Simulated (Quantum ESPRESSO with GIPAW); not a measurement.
# C (Diamond): how strain moves the 13C line

GIPAW runs (PBEsol, plane-wave PAW from pslibrary 1.0.0 recipes, cutoffs 55 and 330 Ry, one 9×9×9 mesh for all shielding runs; Quantum ESPRESSO with GIPAW, a patched development version; no spin-orbit coupling, no macroscopic shape term) on C (Diamond), space group Fd-3m before straining. The cell below is strained equally along all axes, and the atoms keep their fractional coordinates.

```xyz
2
Lattice="0.0000 1.7834 1.7834 1.7834 0.0000 1.7834 1.7834 1.7834 0.0000" Properties=species:S:1:pos:R:3 pbc="T T T"
C     0.8917    0.8917    0.8917
C     0.0000    0.0000    0.0000
```

The cell is an entry of the Crystallography Open Database.

The bonds are those of C (atom 1; 4 C neighbours). One row is withheld.

| strain (%) | mean bond (Å) | σ_iso C (ppm) |
| --- | --- | --- |
| -2 | 1.5136 | 133.90 |
| -1.5 | 1.5213 | 131.78 |
| -1 | 1.5290 | ? |
| 0 | 1.5444 | 125.24 |
| +0.5 | 1.5522 | 123.00 |
| +1 | 1.5599 | 120.72 |
| +2 | 1.5753 | 116.08 |

**Task.** Fit σ_iso of C against strain, judge whether a straight line is enough, and predict the withheld row at -1 %.

1. With n = 6: Σx = 0.000, Σy = 750.72, Σx² = 11.5000, Σxy = -51.090.

2. Slope b = (nΣxy − ΣxΣy)/(nΣx² − (Σx)²) = -4.44 ppm per %, intercept a = (Σy − bΣx)/n = 125.12 ppm.

3. Residuals (run less line), in the order of the table: -0.11, -0.00, +0.12, +0.10, +0.04, -0.15 ppm. They bend in one sense; the largest is 0.9 % of the range of σ, so a line serves for most purposes and a parabola takes up the rest: σ = 125.24 − 4.455 x − 0.063 x², with residuals of 0.01 ppm or less.

4. At -1 % (inside the fitted range) the line gives 129.56 ppm and the parabola 129.63 ppm.

5. The run gives:

| strain (%) | mean bond (Å) | σ_iso C (ppm) |
| --- | --- | --- |
| -1 | 1.5290 | 129.63 |

Prediction less run: the line misses by -0.07 ppm, the parabola hits it to the digits shown. By the parabola, a strain of +1 % changes σ of C by -4.52 ppm and one of −1 % by +4.39 ppm; the mean slope is -4.44 ppm per %, or 2.9 ppm for 0.01 Å of mean bond length. The shift moves the opposite way, scaled by the slope of a reference line. Zero strain is the database's lattice, not this functional's rest cell, and neither cutoff nor mesh was tested for the slopes. The omitted shape term, common to all sites, changes with strain too. This build of gipaw.x prints that it is not audited and that its numbers are no references by themselves.

[Banner, clock, file and message-heading lines were taken out of the pw.x and gipaw.x logs.]

[Logs are printed without paths, hosts, clocks, repeated set-up lines and the standing remarks that a program may print on its own settings, such as how far it seeks lower states.]

[Hosts, paths, dates, database ids (printed as entryN), source tags and the programs' standing remarks are cut or masked in the printed files.]
